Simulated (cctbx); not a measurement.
# CeInGa2Au: precision against data quality

Space group I-4m2 (no. 119), a = 4.4730 Å, b = 4.4730 Å, c = 10.8600 Å, α = 90.00°, β = 90.00°, γ = 90.00°.

| atom | mult. | x | y | z | Ueq (Å²) |
| --- | --- | --- | --- | --- | --- |
| Au1 | 2 | 1/2 | 0 | 1/4 | 0.0122 |
| Ce1 | 2 | 0 | 0 | 0 | 0.0134 |
| In1 | 2 | 0 | 1/2 | 1/4 | 0.0191 |
| Ga1 | 4 | 0 | 0 | 0.3904 | 0.0207 |

The model is made up (kin elements in a known structure type, no relaxation), so it says nothing on whether the phase exists.

Five simulated data sets (cctbx; Ag Kα, λ = 0.56087 Å; 3 % proportional error) differ in resolution or exposure (noise floor 2 counts in the first three, 8 in the last two). Each is refined with the right model, isotropic at 1.1 Å and anisotropic otherwise. How do the figures of merit and the uncertainties move?

| d min (Å) | top counts | ⟨I/σ⟩ (unmerged, absences included) | unique | param. (scale apart) | Rint | R1 | GooF | largest s.u. xyz (fractional) | s.u. U of Ga1 (Å²) | largest error (Å) |
| --- | --- | --- | --- | --- | --- | --- | --- | --- | --- | --- |
| 1.1 | 40000 | 12.6 | 58 | 5 | 0.024 | 0.0077 | 0.89 | 0.00010 | 0.0004 | 0.0005 |
| 0.84 | 40000 | 11.9 | 123 | 10 | 0.023 | 0.0079 | 1.03 | 0.00007 | 0.0005 | 0.0007 |
| 0.6 | 40000 | 10.8 | 323 | 10 | 0.028 | 0.0082 | 0.93 | 0.00004 | 0.0002 | 0.0002 |
| 0.75 | 300 | 1.1 | 171 | 10 | 0.255 | 0.0586 | 0.89 | 0.00069 | 0.0079 | 0.0188 |
| 0.75 | 3000 | 4.9 | 171 | 10 | 0.053 | 0.0182 | 0.89 | 0.00015 | 0.0013 | 0.0043 |

The number of reflections grows roughly as 1/d³: 58, 123 and 323 here. R1 follows the noise rather than the truth: at 300 counts it is 0.0586, at 3000 counts 0.0182, while GooF is 0.89 and 0.89: the weights 1/σ² carry the noise. The s.u. of U (U11 where anisotropic) for Ga1 goes 0.0004, 0.0005, 0.0002 Å² with resolution and 0.0079, 0.0013 Å² with exposure.

Hardware for the 0.6 Å refinement: 0.55 s on 1 thread of Arm Neoverse V2, with other jobs on the host, peak memory 0.09 GiB.
